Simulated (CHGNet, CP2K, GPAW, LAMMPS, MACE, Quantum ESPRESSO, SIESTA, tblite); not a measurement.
# Which run comes nearest? Glassy 72SiO2-17Al2O3-6BaO-6ZnO (mol %) (116 atoms)

Density of this cell: 2.68 g/cm³. The cell holds 116 atoms: 26 Si, 12 Al, 2 Ba, 2 Zn and 74 O. Cell: a = 11.782 Å, b = 11.782 Å, c = 11.782 Å, α = 90.0°, β = 90.0°, γ = 90.0°. 116 atoms (26 Si, 12 Al, 2 Ba, 2 Zn, 74 O) placed at random at 2.68 g/cm³, melted at 4000 K for 10 ps at fixed volume with the Morse and Coulomb pair potential with partial charges (Pedone, Malavasi, Menziani, Cormack and Segre, J. Phys. Chem. B 110, 11780 (2006)). Quenched from 4000 K to 300 K at 50 K/ps and fixed volume, held 5 ps.

Geometry: as built.

The reference, a calculation:

- method: Kohn-Sham DFT, PBE, SSSP efficiency 1.3.0 pseudopotentials, plane waves (Quantum ESPRESSO 7.5); sssp-pbe-1.3.0-efficiency, cutoffs 60/480 Ry, Γ point
- r.m.s. force component: 1.456 eV/Å
- longest force: 6.32 eV/Å
- pressure: 4.521 GPa
- gap (highest filled to lowest empty level): 2.622 eV
- time: 8.9 min on 4 MPI ranks of Arm Neoverse V2, shared host
- CPU time: 36 min

**Question.** The same geometry is run in other programs. How far does each lie from the reference, and what does it cost?
- CP2K PBE, DZVP-MOLOPT-SR, 800/50 Ry, diagonalisation (CP2K 2026.2; 4 MPI ranks)
- CP2K PBE, SZV-MOLOPT-SR, 800/50 Ry, TRS4 filter 1e-04, SCF 1e-05 (CP2K 2026.2; 2 threads)
- CP2K PBE, DZVP-MOLOPT-SR, 280/50 Ry, OT DIIS (CP2K 2026.2; 2 threads)
- CP2K PBE, SZV-MOLOPT-SR, 800/50 Ry, TRS4 filter 1e-05, SCF 1e-06 (CP2K 2026.2; 2 threads)
- tblite GFN1-xTB (tblite 0.8.0; 1 thread)
- SIESTA PBE, SZP, shift 0.01 Ry, mesh 500 Ry (SIESTA 5.4.2; 2 MPI ranks)
- GPAW PBE, LCAO dzp, h 0.25 Å (GPAW 26.7.0; 2 MPI ranks)
- MACE MP-0b2 small potential (MACE MP-0b2 small; 1 thread)
- MACE MP-0b3 medium potential (MACE MP-0b3 medium; 1 thread)
- CP2K PBE, SZV-MOLOPT-SR, 800/50 Ry, OT DIIS (CP2K 2026.2; 2 threads)

Differences are against the plane-wave reference, forces as r.m.s. over components; share is that over the reference's r.m.s. force, slope the least-squares factor from reference forces to these. Total energies of different programs have different zeros and aren't compared.

```
                                                                      run  Δ force, r.m.s. (meV/Å)  share (%)  slope  Δ pressure (GPa)  Δ gap (eV)  cores  CPU time  memory (GiB)
                                                                reference                        -          -      -                 -           -      4    36 min           5.9
                     CP2K PBE, DZVP-MOLOPT-SR, 800/50 Ry, diagonalisation                     98.6       6.77  0.977            -0.234     -0.0258      4   6.8 min            10
CP2K PBE, SZV-MOLOPT-SR, 800/50 Ry, TRS4 filter 1e-04, SCF 1e-05 (coarse)                     1004       69.0  1.345              18.6           -      2   1.8 min           3.5
                    CP2K PBE, DZVP-MOLOPT-SR, 280/50 Ry, OT DIIS (coarse)                      299       20.5  0.988             0.043     -0.0508      2     7 min           1.1
CP2K PBE, SZV-MOLOPT-SR, 800/50 Ry, TRS4 filter 1e-05, SCF 1e-06 (coarse)                     1004       68.9  1.347              18.4           -      2     2 min           3.5
                                                          tblite GFN1-xTB                      659       45.2  0.962             -7.67           -      1      10 s          0.15
                     SIESTA PBE, SZP, shift 0.01 Ry, mesh 500 Ry (coarse)                      412       28.3  1.202              7.09       0.628      2   6.1 min           2.5
                                    GPAW PBE, LCAO dzp, h 0.25 Å (coarse)                      437       30.0  1.144                 -      -0.176      2   2.4 min           1.7
                                              MACE MP-0b2 small potential                     97.4       6.69  0.971           -0.0099           -      1     5.9 s          0.69
                                             MACE MP-0b3 medium potential                     85.2       5.85  0.969            -0.171           -      1     8.8 s           1.2
                     CP2K PBE, SZV-MOLOPT-SR, 800/50 Ry, OT DIIS (coarse)                     1002       68.8  1.346              18.4      -0.101      2   8.5 min           3.6
```

Rows marked coarse were listed beforehand as settings not expected to be converged; some can still land near the reference.

Times of the machine-learned potentials are mostly Python's start and the loading of weights.

CPU time is summed over cores on a shared host, where runs went side by side, so it is rough. Symmetry, cutoffs, thresholds, outputs and thread counts weren't matched or tuned between programs; memory under MPI is the largest rank's times the ranks.

The PBE run in local orbitals, coarse settings apart, differs by 6.8 % (CP2K PBE, DZVP-MOLOPT-SR, 800/50 Ry, diagonalisation); basis, grid and potentials can all enter. Tight binding differs by 45 % (tblite GFN1-xTB); it is another model, with fitted parameters of its own, and the xTB methods hold dispersion. Machine-learned potentials differ by 5.8 % (MACE MP-0b3 medium potential) to 6.7 % (MACE MP-0b2 small potential); they were trained on other programs' data. Runs with settings chosen to be coarse differ by 21 % (CP2K PBE, DZVP-MOLOPT-SR, 280/50 Ry, OT DIIS) to 69 % (CP2K PBE, SZV-MOLOPT-SR, 800/50 Ry, TRS4 filter 1e-04, SCF 1e-05), their programs' other errors included. Periodic xTB results under one method name differ between programs and library versions. Machine-learned potentials mimic data converged in k, so the reference's own k-point error enters their differences. The network of bonds at the start is that of the classical potential that made the cell, and needn't be the one that DFT or experiment would give. The electronic-structure runs sample only Γ, in a cell whose shortest periodic width is 12 Å.

[Logs are printed without paths, hosts, clocks, repeated set-up lines and the standing remarks that a program may print on its own settings, such as how far it seeks lower states.]

[Hosts, paths, dates, database ids (printed as entryN), source tags and the programs' standing remarks are cut or masked in the printed files.]
